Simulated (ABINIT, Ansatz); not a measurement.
# P2Ir (P2_1/c): changed settings of a GW run in ABINIT

What do changed inputs do to GW on P2Ir (P2_1/c)?

Main program and level: ABINIT 10.8.3; LDA and many-body steps on it, plane waves.

### Step 1. Starting point

Symmetry: P2_1/c, No. 14, monoclinic system. Conventional cell: a = 5.772 Å, b = 5.807 Å, c = 5.872 Å, α = 90.00°, β = 111.25°, γ = 90.00°. Nearest to P lie 1 P at 2.22 Å and 3 Ir at 2.41 to 2.42 Å. Nearest to P lie 1 P at 2.22 Å and 3 Ir at 2.33 to 2.35 Å. Nearest to Ir lie 6 P at 2.33 to 2.42 Å. Farther neighbours are not listed.

Coordinates:

```cif
data_structure
_symmetry_space_group_name_H-M 'P 1'
_symmetry_Int_Tables_number 1
_cell_length_a 5.7723
_cell_length_b 5.8067
_cell_length_c 5.8725
_cell_angle_alpha 90.000
_cell_angle_beta 111.251
_cell_angle_gamma 90.000
_cell_volume 183.45
loop_
_atom_site_label
_atom_site_type_symbol
_atom_site_fract_x
_atom_site_fract_y
_atom_site_fract_z
_atom_site_occupancy
P1 P 0.15801 0.88188 0.87029 1
P2 P 0.84199 0.38188 0.62971 1
P3 P 0.84199 0.11812 0.12971 1
P4 P 0.15801 0.61812 0.37029 1
P5 P 0.33432 0.37721 0.18855 1
P6 P 0.66568 0.87721 0.31145 1
P7 P 0.66568 0.62279 0.81145 1
P8 P 0.33432 0.12279 0.68855 1
Ir9 Ir 0.27187 0.49883 0.79158 1
Ir10 Ir 0.72813 0.99883 0.70842 1
Ir11 Ir 0.72813 0.50117 0.20842 1
Ir12 Ir 0.27187 0.00117 0.29158 1
```

The cell and positions are those that the Materials Project relaxed with its own functionals (PBE, PBE+U or r2SCAN), kept fixed. Spin-orbit coupling is left out unless a step names it.

### Step 2. Screening, 2×2×2 mesh, 277 bands, screening to 141.5 eV

This step: ABINIT 10.8.3; RPA screening on LDA, plane waves, norm-conserving pseudopotentials.

The RPA dielectric matrix is built and inverted for each q.

File run.abi:

```
acell 3*1.0 Angstrom
rprim 
  5.772335097500 0.000000000000 -0.000000000000
  0.000000000000 5.806731510000 0.000000000000
  -2.128499726500 0.000000000000 5.473140883600
ntypat 2
znucl 15 77
natom 12
typat 1 1 1 1 1 1 1 1 2 2 2 2
xred 
  0.158006700000 0.881881860000 0.870287720000
  0.841993300000 0.381881860000 0.629712280000
  0.841993300000 0.118118140000 0.129712280000
  0.158006700000 0.618118140000 0.370287720000
  0.334322990000 0.377205270000 0.188546390000
  0.665677010000 0.877205270000 0.311453610000
  0.665677010000 0.622794730000 0.811453610000
  0.334322990000 0.122794730000 0.688546390000
  0.271866410000 0.498830410000 0.791578690000
  0.728133590000 0.998830410000 0.708421310000
  0.728133590000 0.501169590000 0.208421310000
  0.271866410000 0.001169590000 0.291578690000
pp_dirpath "pseudos"
pseudos "P.upf, Ir.upf"
ecut 24
ngkpt 2 2 2
nshiftk 1
shiftk 0 0 0
kptopt 1
chksymbreak 0
istwfk *1
occopt 1
irdwfk 1
optdriver 3
nband 277
ecuteps 5.2
inclvkb 2
awtr 1
symchi 1
indata_prefix "in"
outdata_prefix "out"
tmpdata_prefix "tmp"
```

Command:

```
$ OMP_NUM_THREADS=1 mpirun -n 16 abinit run.abi > log
```

Output:

```text
.Version 10.8.3 of ABINIT. v10.8.2 released Aug 2026.

 Symmetries : space group P2_1/c (# 14); Bravais mP (primitive monocl.)
[... echo of the input left out ...]
== DATASET  1 ==================================================================
-   mpi_nproc: 16, omp_nthreads: 1 (-1 if OMP is not activated)

--- !DatasetInfo
iteration_state: {dtset: 1, }
dimensions: {natom: 12, nkpt: 8, mband: 277, nsppol: 1, nspinor: 1, nspden: 1, mpw: 6990, }
cutoff_energies: {ecut:  24.0, pawecutdg:  -1.0, }
electrons: {nelect:   1.08000000E+02, charge:   0.00000000E+00, occopt:   1.00000000E+00, tsmear:   1.00000000E-02, }

 SCREENING: Calculation of the susceptibility and dielectric matrices

 Based on a program developped by R.W. Godby, V. Olevano, G. Onida, and L. Reining.
 Incorporated in ABINIT by V. Olevano, G.-M. Rignanese, and M. Torrent.
.Using double precision arithmetic ; gwpc =  8

[... cell and pseudopotentials left out ...]
--------------------------------------------------------------------------------

 ==== K-mesh for the wavefunctions ====
 Number of points in the irreducible wedge :     8
[... list of points left out ...]
 Together with  4 symmetry operations and time-reversal symmetry
 yields     8 points in the full Brillouin Zone.

 ==== Q-mesh for the screening function ====
 Number of points in the irreducible wedge :     8
[... list of points left out ...]
 Together with  4 symmetry operations and time-reversal symmetry
 yields     8 points in the full Brillouin Zone.

 setmesh: FFT mesh size selected  =    36x   36x   36
          total number of points  =        46656

 vcoul_init : cutoff-mode = AUXILIARY_FUNCTION
 q-points for optical limit:   1
     1)      0.000010    0.000020    0.000030

- screening: taking advantage of time-reversal symmetry
- Maximum band index for partially occupied states nbvw = 54
- Remaining bands to be divided among processors   nbcw = 223
- Number of bands treated by each node ~13

 Number of electrons calculated from density =  108.0000; Expected =  108.0000
 average of density, n =  0.087238
 r_s =    1.3987
 omega_plasma =   28.4911 [eV]

 calculating chi0 at frequencies [eV] :
  1    0.000000E+00    0.000000E+00
  2    0.000000E+00    2.849110E+01

--------------------------------------------------------------------------------
  q-point number  1        q = ( 0.000000, 0.000000, 0.000000) [r.l.u.]
--------------------------------------------------------------------------------
[... chi0 elements left out ...]
 For q-point:  0.000010 0.000020 0.000030
  dielectric constant =  18.8064
  dielectric constant without local fields =  20.0386

  Average fulfillment of the sum rule on Im[epsilon] for q-point    1 :     69.61  [%]
[... wings left out ...]
  q-point number  2        q = ( 0.500000, 0.000000, 0.000000) [r.l.u.]
--------------------------------------------------------------------------------
[... chi0 elements left out ...]
  Average fulfillment of the sum rule on Im[epsilon] for q-point    2 :     74.73  [%]

 [... 6 further q-points ...]
```

It took 2.9 min on 16 MPI ranks of Arm Neoverse V2, shared host; peak memory 11 GiB.

Numbers from this step:

```yaml
eps_infinity_with_local_fields_on_this_mesh_along_the_program_s_q_direction: 18.81
the_same_without_local_fields: 20.04
plasma_frequency: 28.49 eV
plane_waves_in_the_screening_matrix: 701
```

Local fields lower ε∞ by 6 %. On a Γ-centred mesh this coarse the value itself is usually too large, while a short band sum pulls it down.

### Step 3. Base

The self-energy is evaluated for the states that the input lists, and the levels follow from it, in one-shot runs by the linearised quasiparticle equation.

This step: G0W0 on LDA, plane waves, norm-conserving pseudopotentials.

Edit run.abi of step 2 so:

```diff
@@ -33,8 +33,19 @@
 irdwfk 1
-optdriver 3
+optdriver 4
 nband 277
+gwcalctyp 0
+ecutsigx 24
+symsigma 1
+nkptgw 3
+kptgw 
+  0.5000000000 0.5000000000 0.5000000000
+  0.0000000000 0.0000000000 0.0000000000
+  0.0000000000 0.5000000000 0.5000000000
+bdgw 
+  53 56
+  53 56
+  53 56
 ecuteps 5.2
-inclvkb 2
-awtr 1
-symchi 1
+irdscr 1
+ppmodel 1
 indata_prefix "in"
```

Output:

```text
.Version 10.8.3 of ABINIT. v10.8.2 released Aug 2026.

 Symmetries : space group P2_1/c (# 14); Bravais mP (primitive monocl.)
[... echo of the input left out ...]
== DATASET  1 ==================================================================
-   mpi_nproc: 16, omp_nthreads: 1 (-1 if OMP is not activated)

--- !DatasetInfo
iteration_state: {dtset: 1, }
dimensions: {natom: 12, nkpt: 8, mband: 277, nsppol: 1, nspinor: 1, nspden: 1, mpw: 6990, }
cutoff_energies: {ecut:  24.0, pawecutdg:  -1.0, }
electrons: {nelect:   1.08000000E+02, charge:   0.00000000E+00, occopt:   1.00000000E+00, tsmear:   1.00000000E-02, }

 SIGMA: Calculation of the GW corrections

 Based on a program developped by R.W. Godby, V. Olevano, G. Onida, and L. Reining.
 Incorporated in ABINIT by V. Olevano, G.-M. Rignanese, and M. Torrent.
.Using double precision arithmetic ; gwpc =  8

[... cell and pseudopotentials left out ...]
--------------------------------------------------------------------------------

 ==== K-mesh for the wavefunctions ====
 Number of points in the irreducible wedge :     8
[... list of points left out ...]
 Together with  4 symmetry operations and time-reversal symmetry
 yields     8 points in the full Brillouin Zone.

 ==== Q-mesh for screening function ====
 Number of points in the irreducible wedge :     8
[... list of points left out ...]
 Together with  4 symmetry operations and time-reversal symmetry
 yields     8 points in the full Brillouin Zone.

 vcoul_init : cutoff-mode = AUXILIARY_FUNCTION
 q-points for optical limit:   1
     1)      0.000010    0.000020    0.000030
 setmesh: FFT mesh size selected  =    48x   54x   48
          total number of points  =       124416

 Number of electrons calculated from density =  108.0000; Expected =  108.0000
 average of density, n =  0.087238
 r_s =    1.3987
 omega_plasma =   28.4911 [eV]

 === KS Band Gaps ===
  >>>> For spin  1
   Minimum direct gap =   1.5260 [eV], located at k-point      :   0.0000  0.5000  0.5000
   Fundamental gap    =   0.6207 [eV], Top of valence bands at :   0.5000  0.5000  0.5000
                                       Bottom of conduction at :   0.0000  0.0000  0.0000
 SIGMA fundamental parameters:
 PLASMON POLE MODEL  1
 number of plane-waves for SigmaX                 6909
 number of plane-waves for SigmaC and W            701
 number of plane-waves for wavefunctions          6909
 number of bands                                   277
 number of independent spin polarizations            1
 number of spinorial components                      1
 number of k-points in IBZ                           8
 number of q-points in IBZ                           8
 number of symmetry operations                       4
 number of k-points in BZ                            8
 number of q-points in BZ                            8
 number of frequencies for dSigma/dE                 9
 frequency step for dSigma/dE [eV]                0.25
 number of omega for Sigma on real axis              0
 max omega for Sigma on real axis  [eV]           0.00
 zcut for avoiding poles [eV]                     0.10

 EPSILON^-1 parameters (SCR file):
 dimension of the eps^-1 matrix on file            701
 dimension of the eps^-1 matrix used               701
 number of plane-waves for wavefunctions          6909
 number of bands                                   277
 number of q-points in IBZ                           8
 number of frequencies                               2
 number of real frequencies                          1
 number of imag frequencies                          1

 matrix elements of self-energy operator (all in [eV])

 Perturbative Calculation

--- !SelfEnergy_ee
iteration_state: {dtset: 1, }
kpoint     : [   0.500,    0.500,    0.500, ]
spin       : 1
KS_gap     :    1.620
QP_gap     :    2.585
Delta_QP_KS:    0.965
data: !SigmaeeData |
     Band     E0 <VxcDFT>   SigX SigC(E0)      Z dSigC/dE  Sig(E)    E-E0       E
       53  10.103 -13.334 -14.672   1.335   0.803  -0.246 -13.336  -0.002  10.100
       54  10.103 -13.334 -14.672   1.335   0.803  -0.246 -13.336  -0.002  10.100
       55  11.722 -17.574 -13.357  -3.010   0.798  -0.253 -16.611   0.963  12.685
       56  11.722 -17.574 -13.357  -3.010   0.798  -0.253 -16.611   0.963  12.685

--- !SelfEnergy_ee
iteration_state: {dtset: 1, }
kpoint     : [   0.000,    0.000,    0.000, ]
spin       : 1
KS_gap     :    1.908
QP_gap     :    2.165
Delta_QP_KS:    0.257
data: !SigmaeeData |
     Band     E0 <VxcDFT>   SigX SigC(E0)      Z dSigC/dE  Sig(E)    E-E0       E
       53   8.684 -18.200 -20.373   2.925   0.792  -0.262 -17.604   0.596   9.280
       54   8.816 -18.064 -20.300   2.966   0.788  -0.269 -17.489   0.575   9.391
[...]
--- !SelfEnergy_ee
iteration_state: {dtset: 1, }
kpoint     : [   0.000,    0.500,    0.500, ]
spin       : 1
KS_gap     :    1.526
QP_gap     :    2.152
Delta_QP_KS:    0.626
data: !SigmaeeData |
     Band     E0 <VxcDFT>   SigX SigC(E0)      Z dSigC/dE  Sig(E)    E-E0       E
[...]
54   9.986 -15.003 -16.631   1.884   0.800  -0.251 -14.798   0.204  10.190
       55  11.512 -17.001 -13.480  -2.478   0.796  -0.256 -16.171   0.830  12.342
       56  11.512 -17.001 -13.480  -2.478   0.796  -0.256 -16.171   0.830  12.342

== END DATASET(S) ==============================================================
================================================================================

 -outvars: echo values of variables after computation  --------
           etotal      0.0000000000E+00
            nband         277
             nkpt           8
          spgroup          14
 [... the other variables as echoed above ...]

 Calculation completed.
```

It took 35 s on 16 MPI ranks; peak memory 7.1 GiB; 9.4 min of CPU time.

Numbers from this step:

```yaml
g0w0_gap_on_the_points_computed: 1.366 eV
starting_gap_on_the_mesh: 0.6207 eV
k_of_the_valence_top: 0, 0.5, 0.5
k_of_the_conduction_bottom: 0, 0, 0
z_at_the_valence_top: 0.8
z_at_the_conduction_bottom: 0.795
least_direct_g0w0_gap_on_the_computed_points: 2.152 eV
```

The gap on the mesh goes from 0.62 eV to 1.37 eV, a correction of +0.75 eV.

### Step 4. Fewer bands in the self-energy

Edit run.abi of step 3 so:

```diff
@@ -34,3 +34,3 @@
 optdriver 4
-nband 277
+nband 64
 gwcalctyp 0
```

Output:

```text
.Version 10.8.3 of ABINIT. v10.8.2 released Aug 2026.

 Symmetries : space group P2_1/c (# 14); Bravais mP (primitive monocl.)
[... echo of the input left out ...]
== DATASET  1 ==================================================================
-   mpi_nproc: 16, omp_nthreads: 1 (-1 if OMP is not activated)

--- !DatasetInfo
iteration_state: {dtset: 1, }
dimensions: {natom: 12, nkpt: 8, mband: 64, nsppol: 1, nspinor: 1, nspden: 1, mpw: 6990, }
cutoff_energies: {ecut:  24.0, pawecutdg:  -1.0, }
electrons: {nelect:   1.08000000E+02, charge:   0.00000000E+00, occopt:   1.00000000E+00, tsmear:   1.00000000E-02, }

 SIGMA: Calculation of the GW corrections

 Based on a program developped by R.W. Godby, V. Olevano, G. Onida, and L. Reining.
 Incorporated in ABINIT by V. Olevano, G.-M. Rignanese, and M. Torrent.
.Using double precision arithmetic ; gwpc =  8

[... cell and pseudopotentials left out ...]
--------------------------------------------------------------------------------

 ==== K-mesh for the wavefunctions ====
 Number of points in the irreducible wedge :     8
[... list of points left out ...]
 Together with  4 symmetry operations and time-reversal symmetry
 yields     8 points in the full Brillouin Zone.

 ==== Q-mesh for screening function ====
 Number of points in the irreducible wedge :     8
[... list of points left out ...]
 Together with  4 symmetry operations and time-reversal symmetry
 yields     8 points in the full Brillouin Zone.

 vcoul_init : cutoff-mode = AUXILIARY_FUNCTION
 q-points for optical limit:   1
     1)      0.000010    0.000020    0.000030
 setmesh: FFT mesh size selected  =    48x   54x   48
          total number of points  =       124416

 Number of electrons calculated from density =  108.0000; Expected =  108.0000
[...]
number of plane-waves for wavefunctions          6909
 number of bands                                   277
 number of q-points in IBZ                           8
 number of frequencies                               2
 number of real frequencies                          1
 number of imag frequencies                          1

 matrix elements of self-energy operator (all in [eV])

 Perturbative Calculation

--- !SelfEnergy_ee
iteration_state: {dtset: 1, }
kpoint     : [   0.500,    0.500,    0.500, ]
spin       : 1
KS_gap     :    1.620
QP_gap     :    2.417
Delta_QP_KS:    0.797
data: !SigmaeeData |
     Band     E0 <VxcDFT>   SigX SigC(E0)      Z dSigC/dE  Sig(E)    E-E0       E
       53  10.103 -13.334 -14.672   3.917   0.845  -0.183 -11.154   2.180  12.283
       54  10.103 -13.334 -14.672   3.917   0.845  -0.183 -11.154   2.180  12.283
       55  11.722 -17.574 -13.357  -0.659   0.837  -0.195 -14.596   2.977  14.700
[...]
--- !SelfEnergy_ee
iteration_state: {dtset: 1, }
kpoint     : [   0.000,    0.000,    0.000, ]
spin       : 1
KS_gap     :    1.908
QP_gap     :    2.359
Delta_QP_KS:    0.451
data: !SigmaeeData |
     Band     E0 <VxcDFT>   SigX SigC(E0)      Z dSigC/dE  Sig(E)    E-E0       E
[...]
--- !SelfEnergy_ee
iteration_state: {dtset: 1, }
kpoint     : [   0.000,    0.500,    0.500, ]
spin       : 1
KS_gap     :    1.526
QP_gap     :    2.084
Delta_QP_KS:    0.558
data: !SigmaeeData |
     Band     E0 <VxcDFT>   SigX SigC(E0)      Z dSigC/dE  Sig(E)    E-E0       E
[...]
55  11.512 -17.001 -13.480  -0.240   0.832  -0.202 -14.271   2.731  14.242
       56  11.512 -17.001 -13.480  -0.240   0.832  -0.202 -14.271   2.731  14.242

== END DATASET(S) ==============================================================
================================================================================

 -outvars: echo values of variables after computation  --------
           etotal      0.0000000000E+00
            nband          64
             nkpt           8
          spgroup          14
 [... the other variables as echoed above ...]

 Calculation completed.
```

The job ended after 11 s (16 MPI ranks; peak memory 6 GiB).

Numbers from this step:

* G0W0 gap on the points computed: 1 eV
* starting gap on the mesh: 0.6207 eV
* k of the valence top: 0.5, 0.5, 0.5
* k of the conduction bottom: 0, 0, 0
* Z at the valence top: 0.845
* Z at the conduction bottom: 0.826
* least direct G0W0 gap on the computed points: 2.084 eV

[end of part 1 of 2]

[Paths, hosts, dates, memory and timing lines, banners, echoed tables and standing remarks are left out of the program output.]

[Logs are printed without paths, hosts, clocks, repeated set-up lines and the standing remarks that a program may print on its own settings, such as how far it seeks lower states.]

[Runs of the session that timed out or met a known fault of the program may be left out.]

[Hosts, paths, dates, database ids (printed as entryN), source tags and the programs' standing remarks are cut or masked in the printed files.]

[G0W0 gaps are taken among the corrected bands and points alone; a level outside them can change the order at an edge.]

[Where Ansatz stands beside ABINIT at settings called matched, ABINIT's density can come from a denser mesh and the files from another edition; pairs whose starting gaps differed by over 0.03 eV were left out, so agreement reads better than it is.]
